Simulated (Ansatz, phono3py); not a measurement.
**Scattering channels in NaCl (Fm-3m), one at a time**

The second- and third-order constants of NaCl come from an earlier supercell run; what does phono3py make of them?

What experiment has found for this phase:
- thermal conductivity 7.1 W/m/K near room temperature (given in “Combining the AFLOW GIBBS and Elastic Libraries to efficiently and robustly screen thermo-mechanical properties of solids”, 2017, arXiv:1611.05714)
- thermal conductivity 7.1 W/m/K near room temperature (given in “Predicting the lattice thermal conductivity of solids by solving the Boltzmann transport equation: AFLOW - AAPL an automated, accurate and efficient framework”, 2017, arXiv:1611.05481)

Method: DFT PBEsol, scalar-relativistic, plane waves, PAW; phono3py on Ansatz's force constants, in phono3py 4.10.0.

Report form: the programs' logs are mostly left out.

The database entry behind the starting cell differs from later determinations by our own check (an axis about 0.4 % short against later determinations), so it need not match the best structure at ambient conditions.

**1. Set-up**

Symmetry: Fm-3m, No. 225, cubic system. Conventional cell: a = 5.602 Å, b = 5.602 Å, c = 5.602 Å, α = 90.00°, β = 90.00°, γ = 90.00°. Na has 6 Cl at 2.80 Å nearest. Nearest to Cl lie 6 Na at 2.80 Å. Farther neighbours and most contacts between anions are not listed.

Structure file:

```cif
data_structure
_symmetry_space_group_name_H-M 'P 1'
_symmetry_Int_Tables_number 1
_cell_length_a 3.9611
_cell_length_b 3.9611
_cell_length_c 3.9611
_cell_angle_alpha 60.000
_cell_angle_beta 60.000
_cell_angle_gamma 60.000
_cell_volume 43.95
loop_
_atom_site_label
_atom_site_type_symbol
_atom_site_fract_x
_atom_site_fract_y
_atom_site_fract_z
_atom_site_occupancy
Na1 Na 0.00000 0.00000 0.00000 1
Cl2 Cl 0.50000 0.50000 0.50000 1
```

**2. Relaxation-time solution**

The base run: each mode relaxes on its own with natural isotopes, and rates are split into normal and umklapp parts.

phono3py.yaml

```yaml
phono3py:
  version: "4.10.0"
  frequency_unit_conversion_factor: 15.633302
  symmetry_tolerance: 1.00000e-05

physical_unit:
  atomic_mass: "AMU"
  length: "angstrom"

space_group:
  type: "Fm-3m"
  number: 225
  Hall_symbol: "-F 4 2 3"

primitive_matrix:
- [  1.000000000000000,  0.000000000000000,  0.000000000000000 ]
- [  0.000000000000000,  1.000000000000000,  0.000000000000000 ]
- [  0.000000000000000,  0.000000000000000,  1.000000000000000 ]

supercell_matrix:
- [   3,   0,   0 ]
- [   0,   3,   0 ]
- [   0,   0,   3 ]

# [primitive_cell block left out]
unit_cell:
  lattice:
  - [     0.000000000000000,     2.800952438200000,     2.800952438200000 ] # a
  - [     2.800952438200000,     0.000000000000000,     2.800952438200000 ] # b
  - [     2.800952438200000,     2.800952438200000,     0.000000000000000 ] # c
  points:
  - symbol: Na # 1
    coordinates: [  0.000000000000000,  0.000000000000000,  0.000000000000000 ]
    mass: 22.989769
    reduced_to: 1
  - symbol: Cl # 2
    coordinates: [  0.500000000000000,  0.500000000000000,  0.500000000000000 ]
    mass: 35.450000
    reduced_to: 2

# [supercell block left out]
phonon_supercell_matrix:
- [   6,   0,   0 ]
- [   0,   6,   0 ]
- [   0,   0,   6 ]

# [phonon_primitive_cell block left out]
# [phonon_supercell block left out]
nac:
  born_effective_charge:
  - # 1 (Na)
    - [  1.091798810999671,  0.000000000000000,  0.000000000000000 ]
    - [  0.000000000000000,  1.091798810999671,  0.000000000000000 ]
    - [  0.000000000000000,  0.000000000000000,  1.091798810999671 ]
  - # 2 (Cl)
    - [ -1.091798810999671,  0.000000000000000,  0.000000000000000 ]
    - [  0.000000000000000, -1.091798810999671,  0.000000000000000 ]
    - [  0.000000000000000,  0.000000000000000, -1.091798810999671 ]
  dielectric_constant:
    - [  2.565012258734271,  0.000000000000000,  0.000000000000000 ]
    - [  0.000000000000000,  2.565012258734271,  0.000000000000000 ]
    - [  0.000000000000000,  0.000000000000000,  2.565012258734271 ]
  unit_conversion_factor: 14.399645
```

On the command line:

```
$ phono3py phono3py.yaml --mesh 19 19 19 --br --isotope --nu --ts 100 150 200 300 400 500 600 800
```

The job ended after 48 s (4 threads of Arm Neoverse V1, shared host; peak memory 0.25 GiB).

This step gave:

| Quantity | Value |
| --- | --- |
| κ at 300 K | 7.455 W/m/K |
| κ xx, yy, zz at 300 K | 7.455, 7.455, 7.455 W/m/K |
| normal share of three-phonon scattering at 300 K | 0.667 |

W/m/K. Kappa, by row:

| T (K) | xx | yy | zz | yz | xz | xy |
| --- | --- | --- | --- | --- | --- | --- |
| 100 | 21 | 21 | 21 | 0 | 0 | 0 |
| 150 | 14.36 | 14.36 | 14.36 | 0 | 0 | 0 |
| 200 | 10.96 | 10.96 | 10.96 | 0 | 0 | 0 |
| 300 | 7.455 | 7.455 | 7.455 | 0 | 0 | 0 |
| 400 | 5.654 | 5.654 | 5.654 | 0 | 0 | 0 |
| 500 | 4.554 | 4.554 | 4.554 | 0 | 0 | 0 |
| 600 | 3.813 | 3.813 | 3.813 | 0 | 0 | 0 |
| 800 | 2.878 | 2.878 | 2.878 | 0 | 0 | 0 |

Table of lattice thermal conductivity, xx by temperature:

| temperature (K) | lattice thermal conductivity, xx (W/m/K) |
| --- | --- |
| 100 | 21 |
| 150 | 14.4 |
| 200 | 11.0 |
| 300 | 7.46 |
| 400 | 5.65 |
| 500 | 4.55 |
| 600 | 3.81 |
| 800 | 2.88 |

Table of mean scattering rate at 300 K by frequency:

| frequency (THz) | normal (1/ps) | umklapp (1/ps) |
| --- | --- | --- |
| 0.16 | - | - |
| 0.48 | 0.0417 | 0.00266 |
| 0.80 | 0.126 | 0.0198 |
| 1.11 | 0.146 | 0.0282 |
| 1.43 | 0.183 | 0.0453 |
| 1.75 | 0.236 | 0.0745 |
| 2.07 | 0.233 | 0.0784 |
| 2.39 | 0.179 | 0.0874 |
| 2.70 | 0.15 | 0.107 |
| 3.02 | 0.132 | 0.119 |
| 3.34 | 0.146 | 0.116 |
| 3.66 | 0.129 | 0.0783 |
| 3.98 | 0.2 | 0.0793 |
| 4.29 | 0.232 | 0.0781 |
| 4.61 | 0.282 | 0.0656 |
| 4.93 | 0.307 | 0.0555 |
| 5.25 | 0.252 | 0.14 |
| 5.57 | 0.299 | 0.262 |
| 5.88 | 0.606 | 0.477 |
| 6.20 | 0.84 | 0.546 |
| 6.52 | 1.18 | 0.576 |
| 6.84 | 1.75 | 0.587 |
| 7.16 | 2.72 | 0.665 |
| 7.47 | 5.44 | 0.676 |

The base value at 300 K is 7.46 W/(m K).

The lattice thermal conductivity, xx is 7.46 W/m/K at 300 K, going as T^-1.0 above 200 K.

**3. Two programs, one set of constants**

This step: DFT PBEsol, scalar-relativistic, plane waves, PAW (Ansatz 0.2.0).

Ansatz's figure includes its coherence part. Comparison, by row:

| T (K) | Ansatz RTA (W/m/K) | phono3py RTA (W/m/K) | difference (%) |
| --- | --- | --- | --- |
| 100 | 21.07 | 21 | -0.33 |
| 150 | 14.44 | 14.36 | -0.55 |
| 200 | 11.06 | 10.96 | -0.9 |
| 300 | 7.572 | 7.455 | -1.55 |
| 400 | 5.787 | 5.654 | -2.3 |
| 500 | 4.703 | 4.554 | -3.17 |
| 600 | 3.974 | 3.813 | -4.05 |
| 800 | 3.06 | 2.878 | -5.95 |

**4. Without isotopes, third order supercell 3×3×3, supercell 6×6×6**

Leaving out the isotope term shows how much the natural mass disorder scatters.

This step: DFT PBEsol, scalar-relativistic, plane waves, PAW; phono3py on Ansatz's force constants (phono3py 4.10.0).

phono3py.yaml is that of step 2.

On the command line:

```
$ phono3py phono3py.yaml --mesh 19 19 19 --br --ts 100 150 200 300 400 500 600 800
```

Wall time 43 s (4 threads); peak memory 0.25 GiB; 2.6 min of CPU time.

This step gave:

* κ at 300 K: 7.84 W/m/K
* κ xx, yy, zz at 300 K: 7.84, 7.84, 7.84 W/m/K

W/m/K. Kappa, by row:

| T (K) | xx | yy | zz | yz | xz | xy |
| --- | --- | --- | --- | --- | --- | --- |
| 100 | 24.22 | 24.22 | 24.22 | 0 | 0 | 0 |
| 150 | 15.82 | 15.82 | 15.82 | 0 | 0 | 0 |
| 200 | 11.8 | 11.8 | 11.8 | 0 | 0 | 0 |
| 300 | 7.84 | 7.84 | 7.84 | 0 | 0 | 0 |
| 400 | 5.874 | 5.874 | 5.874 | 0 | 0 | 0 |
| 500 | 4.698 | 4.698 | 4.698 | 0 | 0 | 0 |
| 600 | 3.914 | 3.914 | 3.914 | 0 | 0 | 0 |
| 800 | 2.935 | 2.935 | 2.935 | 0 | 0 | 0 |

κ at 300 K goes from 7.46 in the base run to 7.84 W/(m K).

**5. Another q-mesh, third order supercell 3×3×3, supercell 6×6×6**

The q-mesh of the transport sums changes, with the same scattering terms.

phono3py.yaml is that of step 4.

On the command line:

```
$ phono3py phono3py.yaml --mesh 5 5 5 --br --isotope --ts 100 300 600
```

The job ended after 3.6 s (4 threads; peak memory 0.25 GiB; 3.7 s of CPU time).

Numbers from this step:

```
κ at 300 K            : 9.067 W/m/K
κ xx, yy, zz at 300 K : 9.067, 9.067, 9.067 W/m/K
```

W/m/K. Kappa, by row:

| T (K) | xx | yy | zz | yz | xz | xy |
| --- | --- | --- | --- | --- | --- | --- |
| 100 | 23.72 | 23.72 | 23.72 | 0 | 0 | 0 |
| 300 | 9.067 | 9.067 | 9.067 | 0 | 0 | 0 |
| 600 | 4.721 | 4.721 | 4.721 | 0 | 0 | 0 |

This mesh is too coarse for the transport sums: κ at 300 K comes out at 9.07 against 7.46 W/(m K) in the base run.

**6. Another q-mesh, third order supercell 3×3×3, supercell 6×6×6 (run 2)**

phono3py.yaml is that of step 5.

On the command line:

```
$ phono3py phono3py.yaml --mesh 7 7 7 --br --isotope --ts 100 300 600
```

Run time: 3.7 s. Hardware: 4 threads; peak memory 0.25 GiB; 4.2 s of CPU time.

κ at 300 K goes from 7.46 in the base run to 7.97 W/(m K).

**7. Another q-mesh, third order supercell 3×3×3, supercell 6×6×6 (run 3)**

phono3py.yaml is that of step 6.

On the command line:

```
$ phono3py phono3py.yaml --mesh 9 9 9 --br --isotope --ts 100 300 600
```

The job ended after 4.2 s (4 threads; peak memory 0.25 GiB; 5.9 s of CPU time).

W/m/K. Kappa, by row:

| T (K) | xx | yy | zz | yz | xz | xy |
| --- | --- | --- | --- | --- | --- | --- |
| 100 | 22.46 | 22.46 | 22.46 | 0 | 0 | 0 |
| 300 | 8.027 | 8.027 | 8.027 | 0 | 0 | 0 |
| 600 | 4.115 | 4.115 | 4.115 | 0 | 0 | 0 |

κ at 300 K goes from 7.46 in the base run to 8.03 W/(m K).

**8. Another q-mesh, third order supercell 3×3×3, supercell 6×6×6 (run 4)**

phono3py.yaml is that of step 7.

On the command line:

```
$ phono3py phono3py.yaml --mesh 13 13 13 --br --isotope --ts 100 300 600
```

It took 8.6 s on 4 threads; peak memory 0.25 GiB.

κ at 300 K goes from 7.46 in the base run to 7.51 W/(m K).

**9. Another q-mesh, third order supercell 3×3×3, supercell 6×6×6 (run 5)**

phono3py.yaml is that of step 8.

On the command line:

```
$ phono3py phono3py.yaml --mesh 17 17 17 --br --isotope --ts 100 300 600
```

Run time: 27 s. Hardware: 4 threads; peak memory 0.25 GiB; 92 s of CPU time.

κ at 300 K goes from 7.46 in the base run to 7.52 W/(m K).

**10. Another q-mesh, third order supercell 3×3×3, supercell 6×6×6 (run 6)**

phono3py.yaml is that of step 9.

On the command line:

```
$ phono3py phono3py.yaml --mesh 23 23 23 --br --isotope --ts 100 300 600
```

It took 2.3 min on 4 threads; peak memory 0.25 GiB.

W/m/K. Kappa, by row:

| T (K) | xx | yy | zz | yz | xz | xy |
| --- | --- | --- | --- | --- | --- | --- |
| 100 | 20.88 | 20.88 | 20.88 | 0 | 0 | 0 |
| 300 | 7.425 | 7.425 | 7.425 | 0 | 0 | 0 |
| 600 | 3.799 | 3.799 | 3.799 | 0 | 0 | 0 |

κ at 300 K goes from 7.46 in the base run to 7.42 W/(m K).

**11. Another q-mesh, third order supercell 3×3×3, supercell 6×6×6 (run 7)**

phono3py.yaml is that of step 10.

On the command line:

```
$ phono3py phono3py.yaml --mesh 29 29 29 --br --isotope --ts 100 300 600
```

It took 9 min on 4 threads; peak memory 0.25 GiB.

W/m/K. Kappa, by row:

| T (K) | xx | yy | zz | yz | xz | xy |
| --- | --- | --- | --- | --- | --- | --- |
| 100 | 20.71 | 20.71 | 20.71 | 0 | 0 | 0 |
| 300 | 7.35 | 7.35 | 7.35 | 0 | 0 | 0 |
| 600 | 3.759 | 3.759 | 3.759 | 0 | 0 | 0 |

κ at 300 K goes from 7.46 in the base run to 7.35 W/(m K).

**12. Mesh convergence**

This step: DFT PBEsol, scalar-relativistic, plane waves, PAW (phono3py 4.10.0).

Series, by row:

| mesh points along each axis | kappa at 100 K (W/m/K) | kappa at 300 K (W/m/K) | kappa at 600 K (W/m/K) | seconds |
| --- | --- | --- | --- | --- |
| 5 | 23.72 | 9.067 | 4.721 | 3.56 |
| 7 | 21.84 | 7.968 | 4.117 | 3.71 |
| 9 | 22.46 | 8.027 | 4.115 | 4.18 |
| 13 | 21.13 | 7.511 | 3.841 | 8.59 |
| 17 | 21.24 | 7.522 | 3.846 | 26.69 |
| 23 | 20.88 | 7.425 | 3.799 | 138.4 |
| 29 | 20.71 | 7.35 | 3.759 | 537.4 |

**13. Boundary scattering, third order supercell 3×3×3, supercell 6×6×6**

A boundary term v/L is added to each rate, a simple model of grains or a thin sample.

This step: DFT PBEsol, scalar-relativistic, plane waves, PAW; phono3py on Ansatz's force constants (phono3py 4.10.0).

phono3py.yaml is that of step 11.

On the command line:

```
$ phono3py phono3py.yaml --mesh 19 19 19 --br --isotope --boundary-mfp 1 --ts 100 150 200 300 400 500 600 800
```

Elapsed: 51 s, on 4 threads; peak memory 0.25 GiB.

This step gave:

```yaml
kappa_at_300_k: 7.198 W/m/K
kappa_xx_yy_zz_at_300_k: 7.198, 7.198, 7.198 W/m/K
```

W/m/K. Kappa, by row:

| T (K) | xx | yy | zz | yz | xz | xy |
| --- | --- | --- | --- | --- | --- | --- |
| 100 | 18.84 | 18.84 | 18.84 | 0 | 0 | 0 |
| 150 | 13.41 | 13.41 | 13.41 | 0 | 0 | 0 |
| 200 | 10.41 | 10.41 | 10.41 | 0 | 0 | 0 |
| 300 | 7.198 | 7.198 | 7.198 | 0 | 0 | 0 |
| 400 | 5.504 | 5.504 | 5.504 | 0 | 0 | 0 |
| 500 | 4.456 | 4.456 | 4.456 | 0 | 0 | 0 |
| 600 | 3.743 | 3.743 | 3.743 | 0 | 0 | 0 |
| 800 | 2.837 | 2.837 | 2.837 | 0 | 0 | 0 |

κ at 300 K goes from 7.46 in the base run to 7.20 W/(m K).

**14. Boundary scattering, third order supercell 3×3×3, supercell 6×6×6 (run 2)**

phono3py.yaml is that of step 13.

On the command line:

```
$ phono3py phono3py.yaml --mesh 19 19 19 --br --isotope --boundary-mfp 10 --ts 100 150 200 300 400 500 600 800
```

The job ended after 51 s (4 threads; peak memory 0.25 GiB).

This step gave:

```yaml
kappa_at_300_k: 7.424 W/m/K
kappa_xx_yy_zz_at_300_k: 7.424, 7.424, 7.424 W/m/K
```

W/m/K. Kappa, by row:

| T (K) | xx | yy | zz | yz | xz | xy |
| --- | --- | --- | --- | --- | --- | --- |
| 100 | 20.65 | 20.65 | 20.65 | 0 | 0 | 0 |
| 150 | 14.22 | 14.22 | 14.22 | 0 | 0 | 0 |
| 200 | 10.89 | 10.89 | 10.89 | 0 | 0 | 0 |
| 300 | 7.424 | 7.424 | 7.424 | 0 | 0 | 0 |
| 400 | 5.636 | 5.636 | 5.636 | 0 | 0 | 0 |
| 500 | 4.543 | 4.543 | 4.543 | 0 | 0 | 0 |
| 600 | 3.806 | 3.806 | 3.806 | 0 | 0 | 0 |
| 800 | 2.873 | 2.873 | 2.873 | 0 | 0 | 0 |

κ at 300 K goes from 7.46 in the base run to 7.42 W/(m K).

**15. Direct solution of the linearised equation, third order supercell 3×3×3, supercell 6×6×6**

Solving the linearised equation directly keeps the heat that normal processes pass on between modes; it is dearer, so the mesh may be smaller.

phono3py.yaml is that of step 14.

On the command line:

```
$ phono3py phono3py.yaml --mesh 13 13 13 --lbte --isotope --ts 100 300 600
```

It took 20 s on 4 threads; peak memory 0.25 GiB.

Numbers from this step:

| Property | Result |
| --- | --- |
| κ at 300 K | 8.839 W/m/K |
| κ xx, yy, zz at 300 K | 8.839, 8.839, 8.839 W/m/K |

W/m/K. Kappa, by row:

| T (K) | xx | yy | zz | yz | xz | xy | RTA mean |
| --- | --- | --- | --- | --- | --- | --- | --- |
| 100 | 24.58 | 24.58 | 24.58 | 0 | 0 | 0 | 21.13 |
| 300 | 8.839 | 8.839 | 8.839 | 0 | 0 | 0 | 7.511 |
| 600 | 4.54 | 4.54 | 4.54 | 0 | 0 | 0 | 3.841 |

On this mesh the direct solution gives 8.84 W/(m K) at 300 K, against 7.51 in the relaxation-time approximation.

**16. Adding coherences, third order supercell 3×3×3, supercell 6×6×6**

Close branches can carry heat by tunnelling between them, which the particle picture leaves out.

phono3py.yaml is that of step 15.

On the command line:

```
$ phono3py phono3py.yaml --mesh 19 19 19 --br --isotope --tt smm19 --ts 100 150 200 300 400 500 600 800
```

The job ended after 51 s (4 threads; peak memory 0.25 GiB; 3.1 min of CPU time).

This step gave:

```
κ at 300 K            : 7.573 W/m/K
κ xx, yy, zz at 300 K : 7.573, 7.573, 7.573 W/m/K
```

W/m/K. Kappa, by row:

| T (K) | xx | yy | zz | yz | xz | xy | intra mean | inter mean |
| --- | --- | --- | --- | --- | --- | --- | --- | --- |
| 100 | 21.07 | 21.07 | 21.07 | 0 | 0 | 0 | 21 | 0.06459 |
| 150 | 14.44 | 14.44 | 14.44 | 0 | 0 | 0 | 14.36 | 0.08326 |
| 200 | 11.06 | 11.06 | 11.06 | 0 | 0 | 0 | 10.96 | 0.09719 |
| 300 | 7.573 | 7.573 | 7.573 | 0 | 0 | 0 | 7.455 | 0.1178 |
| 400 | 5.788 | 5.788 | 5.788 | 0 | 0 | 0 | 5.654 | 0.1347 |
| 500 | 4.704 | 4.704 | 4.704 | 0 | 0 | 0 | 4.554 | 0.1495 |
| 600 | 3.976 | 3.976 | 3.976 | 0 | 0 | 0 | 3.813 | 0.1626 |
| 800 | 3.062 | 3.062 | 3.062 | 0 | 0 | 0 | 2.878 | 0.1842 |

κ at 300 K goes from 7.46 in the base run to 7.57 W/(m K).

**17. Gaussian smearing, third order supercell 3×3×3, supercell 6×6×6**

A Gaussian replaces the tetrahedron method for energy conservation; its width must match the mesh.

phono3py.yaml is that of step 16.

On the command line:

```
$ phono3py phono3py.yaml --mesh 19 19 19 --br --isotope --sigma 0.05 --ts 100 300 600
```

Elapsed: 44 s, on 4 threads; peak memory 0.25 GiB; 2.7 min of CPU time.

This step gave:

```
κ at 300 K            : 7.434 W/m/K
κ xx, yy, zz at 300 K : 7.434, 7.434, 7.434 W/m/K
```

W/m/K. Kappa, by row:

| T (K) | xx | yy | zz | yz | xz | xy |
| --- | --- | --- | --- | --- | --- | --- |
| 100 | 20.88 | 20.88 | 20.88 | 0 | 0 | 0 |
| 300 | 7.434 | 7.434 | 7.434 | 0 | 0 | 0 |
| 600 | 3.804 | 3.804 | 3.804 | 0 | 0 | 0 |

With a width of 0.05 THz κ at 300 K is 7.43 W/(m K), -0.3 % from the tetrahedron value.

**18. Gaussian smearing, third order supercell 3×3×3, supercell 6×6×6 (run 2)**

phono3py.yaml is that of step 17.

On the command line:

```
$ phono3py phono3py.yaml --mesh 19 19 19 --br --isotope --sigma 0.1 --ts 100 300 600
```

It took 44 s on 4 threads; peak memory 0.25 GiB.

Numbers from this step:

| Item | Value |
| --- | --- |
| κ at 300 K | 7.336 W/m/K |
| κ xx, yy, zz at 300 K | 7.336, 7.336, 7.336 W/m/K |

W/m/K. Kappa, by row:

| T (K) | xx | yy | zz | yz | xz | xy |
| --- | --- | --- | --- | --- | --- | --- |
| 100 | 20.62 | 20.62 | 20.62 | 0 | 0 | 0 |
| 300 | 7.336 | 7.336 | 7.336 | 0 | 0 | 0 |
| 600 | 3.752 | 3.752 | 3.752 | 0 | 0 | 0 |

With a width of 0.1 THz κ at 300 K is 7.34 W/(m K), -1.6 % from the tetrahedron value.

**19. Two-phonon phase space, third order supercell 3×3×3, supercell 6×6×6**

The two-phonon density of states counts the channels open to a mode, without matrix elements.

phono3py.yaml is that of step 18.

On the command line:

```
$ phono3py phono3py.yaml --mesh 23 23 23 --jdos --gp 0 --num-freq-points 80
```

Elapsed: 3.8 s, on 4 threads; peak memory 0.25 GiB; 4.6 s of CPU time.

The joint density of states at Gamma by frequency; read off at these points:

| frequency (THz) | absorption class (1/THz) | decay class (1/THz) |
| --- | --- | --- |
| 0.00 | 0 | 0 |
| 0.58 | 13.7 | 0.00448 |
| 0.97 | 11.7 | 0.0181 |
| 1.16 | 12.3 | 0.0280 |
| 1.55 | 9.89 | 0.0530 |
| 2.14 | 8.36 | 0.106 |
| 2.72 | 5.37 | 0.182 |
| 3.11 | 2.63 | 0.248 |
| 3.69 | 1.35 | 0.384 |
| 4.27 | 0.764 | 0.582 |
| 4.85 | 0.445 | 0.977 |
| 5.24 | 0.344 | 1.20 |
| 5.82 | 0.219 | 1.64 |
| 6.41 | 0.117 | 2.69 |
| 6.80 | 0.0638 | 7.75 |
| 7.38 | 0 | 5.78 |
| 7.96 | 0 | 6.71 |
| 8.54 | 0 | 8.25 |
| 8.93 | 0 | 8.56 |
| 9.51 | 0 | 7.50 |
| 10.10 | 0 | 5.90 |
| 10.48 | 0 | 5.05 |
| 11.07 | 0 | 2.47 |
| 11.65 | 0 | 1.07 |
| 12.23 | 0 | 0.695 |
| 12.62 | 0 | 0.207 |
| 13.20 | 0 | 0.163 |
| 13.79 | 0 | 0.123 |
| 14.37 | 0 | 0.0898 |
| 14.76 | 0 | 0.0677 |
| 15.34 | 0 | 0 |

The most distinct maxima of the joint density of states at Gamma (absorption class) lie at 0.58 and 1.16 THz, the highest at 0.58 THz.

**20. Without the dipole term, third order supercell 3×3×3, supercell 6×6×6**

Dropping the dipole term tests how much its part of the interpolation matters for κ.

phono3py.yaml is that of step 19.

On the command line:

```
$ phono3py phono3py.yaml --mesh 19 19 19 --br --isotope --nonac --ts 100 300 600
```

Elapsed: 50 s, on 4 threads; peak memory 0.25 GiB; 3 min of CPU time.

This step gave:

| Quantity | Value |
| --- | --- |
| κ at 300 K | 7.501 W/m/K |
| κ xx, yy, zz at 300 K | 7.501, 7.501, 7.501 W/m/K |

[end of part 1 of 2]

[Logs are printed without paths, hosts, clocks, repeated set-up lines and the standing remarks that a program may print on its own settings, such as how far it seeks lower states.]

[Hosts, paths, dates, database ids (printed as entryN), source tags and the programs' standing remarks are cut or masked in the printed files.]

[A step with changed settings may run another functional than the one named; its input shows which.]
